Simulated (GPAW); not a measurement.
# KNiF3: from the magnetic state to anisotropy

One collinear state of KNiF3 is converged, and its anisotropy computed from it.

Program: GPAW 26.7.0. Level of theory: LDA with U = 6 eV on Ni d; plane waves with GPAW's PAW setups, scalar-relativistic. Results are calculated unless marked as measured.

The database entry behind the starting cell differs from later determinations by our own check (about 0.35 % short), so it need not match the best structure at ambient conditions.

### 1. The structure

The structure is cubic, space group Pm-3m (No. 221). Conventional cell: a = 4.000 Å, b = 4.000 Å, c = 4.000 Å, α = 90.00°, β = 90.00°, γ = 90.00°. K has 12 F at 2.83 Å nearest. Nearest to Ni lie 6 F at 2.00 Å. Nearest to F lie 2 Ni at 2.00 Å and 4 K at 2.83 Å. Farther neighbours and most contacts between anions are not listed.

Structure file:

```cif
data_structure
_symmetry_space_group_name_H-M 'P 1'
_symmetry_Int_Tables_number 1
_cell_length_a 4.0000
_cell_length_b 4.0000
_cell_length_c 4.0000
_cell_angle_alpha 90.000
_cell_angle_beta 90.000
_cell_angle_gamma 90.000
_cell_volume 64.00
loop_
_atom_site_label
_atom_site_type_symbol
_atom_site_fract_x
_atom_site_fract_y
_atom_site_fract_z
_atom_site_occupancy
K1 K 0.00000 0.00000 0.00000 1
Ni2 Ni 0.50000 0.50000 0.50000 1
F3 F 0.50000 0.50000 0.00000 1
F4 F 0.00000 0.50000 0.50000 1
F5 F 0.50000 0.00000 0.50000 1
```

The settings of this session are not all sound (see the inputs), so it shows what such settings give, not the properties of the crystal.

### 2. Ground-state run

All later steps read the density of this run. A Hubbard term is added for the open shell, at a value in common use.

The input, order1.py:

```python
import json
import numpy as np
from ase import Atoms
from ase.parallel import paropen, parprint
from gpaw import GPAW

atoms = Atoms(['K', 'Ni', 'F', 'F', 'F'],
    cell=[[4.0, 0.0, 0.0],
         [0.0, 4.0, 0.0],
         [0.0, 0.0, 4.0]],
    scaled_positions=[[0.0, 0.0, 0.0],
         [0.5, 0.5, 0.5],
         [0.5, 0.5, 0.0],
         [0.0, 0.5, 0.5],
         [0.5, 0.0, 0.5]],
    pbc=True,
    magmoms=[0.0, 2.0, 0.0, 0.0, 0.0])
atoms.calc = GPAW(mode={'name': 'pw', 'ecut': 700},
    xc='LDA',
    kpts={'size': (6, 6, 6), 'gamma': True},
    occupations={'name': 'fermi-dirac', 'width': 0.05},
    convergence={'density': 0.001, 'energy': 1e-05},
    maxiter=200,
    setups={'Ni': ':d,6.0'},
    symmetry={'tolerance': 1e-4},
    txt='order1.txt')
e = atoms.get_potential_energy(force_consistent=True)
res = {'free_energy': e, 'energy_sigma0': atoms.get_potential_energy(), 'fermi_energy': atoms.calc.get_fermi_level()}
res['moments'] = atoms.get_magnetic_moments().tolist()
res['total'] = atoms.get_magnetic_moment()
parprint('site moments (muB):', np.round(res['moments'], 3))
parprint(f"total moment: {res['total']:.3f} muB")
parprint(f'free energy: {e:.6f} eV')
atoms.calc.write('order1.gpw')
with paropen('results.json', 'w') as f:
    json.dump(res, f)
```

Run with:

```sh
$ OMP_NUM_THREADS=1 mpirun -n 2 gpaw python order1.py > order1.log
```

Numbers of over 12 decimals in the logs are rounded to 6 here.

What it wrote:

```text
site moments (muB): [-0.     1.845  0.043  0.043  0.043]
total moment: 2.000 muB
free energy: -26.742540 eV

--- order1.txt ---
Input parameters:
  mode=PW(ecut=700),
  convergence={'density': 0.001, 'energy': 1e-05},
  kpts=MonkhorstPack(size=(6, 6, 6), gamma=True),
  maxiter=200,
  occupations=Occupations(name='fermi-dirac', width=0.05),
  setups={'Ni': ':d,6.0'},
  symmetry=Symmetry(tolerance=0.0001),
  xc=XC(name='LDA')

Diagonalizing LCAO Hamiltonian
Converting LCAO to pw mode
   .---------.
  /|         |
 * |         |
 |F|   Ni    |
 | |  F      |
 | .---------.
 |/    F    /
 K---------*

Atoms  # Å, Bohr magnetons
|   | symbol |        x |        y |        z |    initial magnetic moments |
|---|--------|----------|----------|----------|-----------------------------|
| 0 |      K | 0.000000 | 0.000000 | 0.000000 | ( 0.0000,  0.0000,  0.0000) |
| 1 |     Ni | 2.000000 | 2.000000 | 2.000000 | ( 0.0000,  0.0000,  2.0000) |
| 2 |      F | 2.000000 | 2.000000 | 0.000000 | ( 0.0000,  0.0000,  0.0000) |
| 3 |      F | 0.000000 | 2.000000 | 2.000000 | ( 0.0000,  0.0000,  0.0000) |
| 4 |      F | 2.000000 | 0.000000 | 2.000000 | ( 0.0000,  0.0000,  0.0000) |

Unit cell  # Å
| periodic |        x |        y |        z |  lengths |    angles |
|----------|----------|----------|----------|----------|-----------|
|      yes | 4.000000 | 0.000000 | 0.000000 | 4.000000 | 90.000000 |
|      yes | 0.000000 | 4.000000 | 0.000000 | 4.000000 | 90.000000 |
|      yes | 0.000000 | 0.000000 | 4.000000 | 4.000000 | 90.000000 |

Number of symmetries: 48

BZ-sampling:
  Number of BZ points: 216
  Number of IBZ points: 20

  Monkhorst-Pack size: [6, 6, 6]
  Monkhorst-Pack shift: [0.083333, 0.083333, 0.083333]

Plane wave coefficients: 2730
Cutoff: 700.0 eV

Spin-components: 2 (collinear spins)
Bands:           29
Projectors:      26
Spin-degeneracy: 1
Datatype:        complex128

Parallelization:
  kpt:    2
  domain: 1
  band:   1

Density:
  Valence electrons: 46.0
  Components: 2
  Grid points: [25 25 25]
  Charge: 0.0  # |e|

Potential:
  Grid points: [25 25 25]

[... setups left out ...]
Reference energy: -65738.142232  # eV

eigensolver:
  PPCG
  Converge bands: occupied
  niter=2

density mixing:
  MSR1-Mixer
  Pratt-step length: 0.05
  Maximum mixing coefficient: 0.75
  Old densities: 10
  SVD Regularization: 0.005
  Good broyden scale: 1.0
  Trust region scale: 1.0
  Backstep threshold: 4.0
  History deletion threshold: 6.0
  Fourier metric: weight=20.0, sigma=0.015

occupation numbers:
  Fermi-Dirac:
    width: 0.0500  # eV

poisson solver:
  ecut: 5600.0  # eV

xc functional:
  name: None

convergence criteria:
- Maximum integral of absolute [dens]ity change: 0.001 electrons / valence electron
- Maximum [total energy] change in last 3 cyles: 1e-05 eV / valence electron
- Maximum integral of absolute [eigenst]ate change: 4e-08 eV^2 / valence electron
maximum number of iterations: 200

SCF iterations
|iter     |      energy | eigst |  dens |  magmom |
|---------|-------------|-------|-------|---------|
|iter:   1|       0s |  -24.649754 | +0.09 |       |  +2.0034|
|iter:   2|       2s |  -24.644170 | -1.90 | -1.20 |  +2.0032|
|iter:   3|       4s |  -26.599564 | -0.80 | -1.23 |  +2.0013|
|iter:   4|       6s |  -26.722428 | -2.66 | -1.75 |  +2.0006|
|iter:   5|       7s |  -26.741825 | -2.95 | -2.12 |  +2.0000|
|iter:   6|       9s |  -26.742116 | -4.25 | -2.86 |  +2.0000|
|iter:   7|      11s |  -26.742498 | -5.62 | -3.22c|  +2.0000|
|iter:   8|      13s |  -26.742538c| -6.47 | -3.71c|  +2.0000|
|iter:   9|      15s |  -26.742540c| -7.23 | -4.30c|  +2.0000|
|iter:  10|      17s |  -26.742540c| -7.85c| -4.72c|  +2.0000|

Converged in 10 steps
Energy contributions relative to reference atoms: (reference = -65738.142232)

Energy contributions:
  Kinetic:          41.421207
  Coulomb:         -35.503380
  Zero:             -0.342482
  External:          0.000000
  Xc:              -32.317884
  Entropy:          -0.000000
  Spinorbit:         0.000000
  ----------------------------
  Free energy:     -26.742540
  Extrapolated:    -26.742540

dipole moment: (-26.444057, -26.444057, -26.444057)  # |e|*Ang

Total magnetic moment: (0.000000, 0.000000, 2.000000)

Local magnetic moments
|        x |        y |         z |
|----------|----------|-----------|
| 0.000000 | 0.000000 | -0.000222 |  # K    0
| 0.000000 | 0.000000 |  1.844768 |  # Ni   1
| 0.000000 | 0.000000 |  0.042578 |  # F    2
| 0.000000 | 0.000000 |  0.042578 |  # F    3
| 0.000000 | 0.000000 |  0.042578 |  # F    4

Fermi level: 3.314
Eigenvalues  # (at kpt = [0.000, 0.000, 0.000])
| band index |      eig [eV] | occ [0-1] |      eig [eV] | occ [0-1] |
|------------|---------------|-----------|---------------|-----------|
|          0 |       -60.957 |     1.000 |       -58.835 |     1.000 |
|        ... |               |           |               |           |
|         15 |        -1.846 |     1.000 |        -0.507 |     1.000 |
|         16 |        -1.846 |     1.000 |        -0.371 |     1.000 |
|         17 |        -1.846 |     1.000 |        -0.371 |     1.000 |
|         18 |        -0.430 |     1.000 |        -0.371 |     1.000 |
|         19 |        -0.430 |     1.000 |        -0.111 |     1.000 |
|         20 |        -0.430 |     1.000 |        -0.111 |     1.000 |
|         21 |        -0.203 |     1.000 |        -0.111 |     1.000 |
|         22 |        -0.203 |     1.000 |         5.914 |     0.000 |
|         23 |        -0.203 |     1.000 |         5.914 |     0.000 |
|         24 |         6.448 |     0.000 |         6.622 |     0.000 |
|         25 |        12.125 |     0.000 |        10.213 |     0.000 |
|         26 |        12.688 |     0.000 |        10.213 |     0.000 |
|         27 |        12.688 |     0.000 |        12.420 |     0.000 |
|         28 |        12.688 |     0.000 |        16.471 |     0.000 |

Gap: 4.203 eV
Transition (v -> c):
  (s=0, k=19, n=23, [0.50, 0.50, 0.50]) -> (s=1, k=0, n=22, [0.00, 0.00, 0.00])
Direct/indirect transitions are different
Direct gap: 4.397 eV
Transition at: (s=0->1, k=16, n=23, [0.50, 0.50, 0.00])
```

Wall time 22 s (2 MPI ranks of Arm Neoverse V2, shared host); peak memory 0.45 GiB.

Spin moment in the augmentation sphere by atom:

| atom | spin moment in the augmentation sphere (μB) |
| --- | --- |
| K1 | 0.00 |
| Ni2 | 1.84 |
| F3 | 0.04 |
| F4 | 0.04 |
| F5 | 0.04 |

Numbers from this step:

| Item | Value |
| --- | --- |
| magnetization | 2 μB |
| final state | ferromagnetic |

After 10 cycles the largest moment stands at 1.84 μB.

### 3. More states at fixed density

The steps that follow sum over empty states, which the ground-state run does not converge; 49 states a spin are converged here at the frozen density and written with their wave functions.

It starts from the saved density of the lowest of the states tried.

The input, nscf.py:

```python
from gpaw import GPAW

calc = GPAW('order1.gpw').fixed_density(
    kpts={'size': (8, 8, 8), 'gamma': True},
    nbands=53,
    convergence={'bands': 49, 'eigenstates': 1e-9},
    eigensolver='ppcg',
    parallel={'domain': 1},
    txt='nscf.txt')
calc.write('nscf.gpw', mode='all')
```

Run with:

```sh
$ OMP_NUM_THREADS=1 mpirun -n 2 gpaw python nscf.py > nscf.log
```

What it wrote:

```text
Input parameters:
  mode=PW(ecut=700),
  convergence={'bands': 49, 'eigenstates': 1e-09},
  eigensolver=PPCG(niter=2, min_niter=1, max_buffer_mem=209715200, blocksize=None, rr_modulo=5, include_cg=True, promote_inner_dtype=False, tolerances=None),
  gpts=array([25, 25, 25]),
  kpts=MonkhorstPack(size=(8, 8, 8), gamma=True),
  maxiter=200,
  nbands=53,
  occupations=Occupations(name='fermi-dirac', width=0.05),
  parallel={'domain': 1},
  setups={'Ni': ':d,6.0'},
  symmetry=Symmetry(tolerance=0.0001),
  xc=XC(name='LDA')
```

Elapsed: 1.9 min, on 2 MPI ranks; peak memory 0.62 GiB.

### 4. Energy against the direction of the moments

Spin–orbit coupling is added in the basis of the saved states for each direction of the moments. The change in the band energy is the anisotropy energy, with no new self-consistent run.

The input, anisotropy.py:

```python
import json
import numpy as np
from ase.parallel import paropen, parprint
from gpaw import GPAW
from gpaw.spinorbit import soc_eigenstates

calc = GPAW('nscf.gpw')
angles = [[0.0, 0.0], [54.7356, 45.0], [90.0, 45.0]]  # theta, phi in degrees
res = {'rows': []}
for scale in [1.0, 0.5, 2.0]:
    e0 = None
    for theta, phi in angles:
        soc = soc_eigenstates(calc, n2=49, scale=scale, theta=theta, phi=phi)
        e = soc.calculate_band_energy()
        e0 = e if e0 is None else e0
        orbital = soc.get_orbital_magnetic_moments()
        res['rows'].append([scale, theta, phi, 1000 * (e - e0), orbital.tolist()])
        parprint(f'scale {scale} theta {theta:6.1f} phi {phi:6.1f}  dE = {1000 * (e - e0):9.4f} meV  |L| =', np.round(np.linalg.norm(orbital, axis=1), 4))
with paropen('results.json', 'w') as f:
    json.dump(res, f)
```

Run with:

```sh
$ OMP_NUM_THREADS=1 mpirun -n 2 gpaw python anisotropy.py > anisotropy.log
```

What it wrote:

```text
scale 1.0 theta    0.0 phi    0.0  dE =    0.0000 meV  |L| = [0.     0.0523 0.     0.0009 0.0009]
scale 1.0 theta   54.7 phi   45.0  dE =   -0.0000 meV  |L| = [0.     0.0523 0.0007 0.0007 0.0007]
scale 1.0 theta   90.0 phi   45.0  dE =   -0.0000 meV  |L| = [0.     0.0523 0.0009 0.0006 0.0006]
scale 0.5 theta    0.0 phi    0.0  dE =    0.0000 meV  |L| = [0.     0.0262 0.     0.0005 0.0005]
scale 0.5 theta   54.7 phi   45.0  dE =   -0.0000 meV  |L| = [0.     0.0262 0.0004 0.0004 0.0004]
scale 0.5 theta   90.0 phi   45.0  dE =   -0.0000 meV  |L| = [0.     0.0262 0.0005 0.0003 0.0003]
scale 2.0 theta    0.0 phi    0.0  dE =    0.0000 meV  |L| = [0.     0.1042 0.     0.0018 0.0018]
scale 2.0 theta   54.7 phi   45.0  dE =   -0.0001 meV  |L| = [0.     0.1042 0.0015 0.0015 0.0015]
scale 2.0 theta   90.0 phi   45.0  dE =   -0.0001 meV  |L| = [0.     0.1042 0.0018 0.0013 0.0013]
```

The job ended after 27 s (2 MPI ranks; peak memory 0.9 GiB).

Directions, in the order of the table (indices of the conventional cell): [001]; [111]; [110].

Theta from the Cartesian z axis, phi from x; spin up lies along the direction. Anisotropy, by row:

| spin-orbit scale | theta (degrees) | phi (degrees) | band energy less the first direction's (meV a cell) | orbital moment of atom 2 along the direction (μB) | sum of orbital moments along the direction (μB a cell) |
| --- | --- | --- | --- | --- | --- |
| 1 | 0 | 0 | 0 | 0.05231 | 0.0505 |
| 1 | 54.74 | 45 | 0 | 0.05231 | 0.0505 |
| 1 | 90 | 45 | 0 | 0.05231 | 0.0505 |
| 0.5 | 0 | 0 | 0 | 0.0262 | 0.02529 |
| 0.5 | 54.74 | 45 | 0 | 0.0262 | 0.02529 |
| 0.5 | 90 | 45 | 0 | 0.0262 | 0.02529 |
| 2 | 0 | 0 | 0 | 0.1042 | 0.1006 |
| 2 | 54.74 | 45 | -1.16e-4 | 0.1042 | 0.1006 |
| 2 | 90 | 45 | -8.83e-5 | 0.1042 | 0.1006 |

### 5. Outcome

| Item | Value |
| --- | --- |
| state | ferromagnetic |
| largest site moment | 1.84 μB |
| spread of the directions' energies | 0 meV a cell |

About the ferromagnetic state the directions differ by 0 meV a cell. No opposed order was compared. So small a difference was not tested against the mesh, and no easy axis is named.

[Logs and program files are shortened in this print: banners, set-up blocks, solver, clock and traceback lines can be left out without a mark of their own.]

[Logs are printed without paths, hosts, clocks, repeated set-up lines and the standing remarks that a program may print on its own settings, such as how far it seeks lower states.]

[Hosts, paths, dates, database ids (printed as entryN), source tags and the programs' standing remarks are cut or masked in the printed files.]

[Where a cell is said to come from a database of computed structures, the database is the Materials Project.]
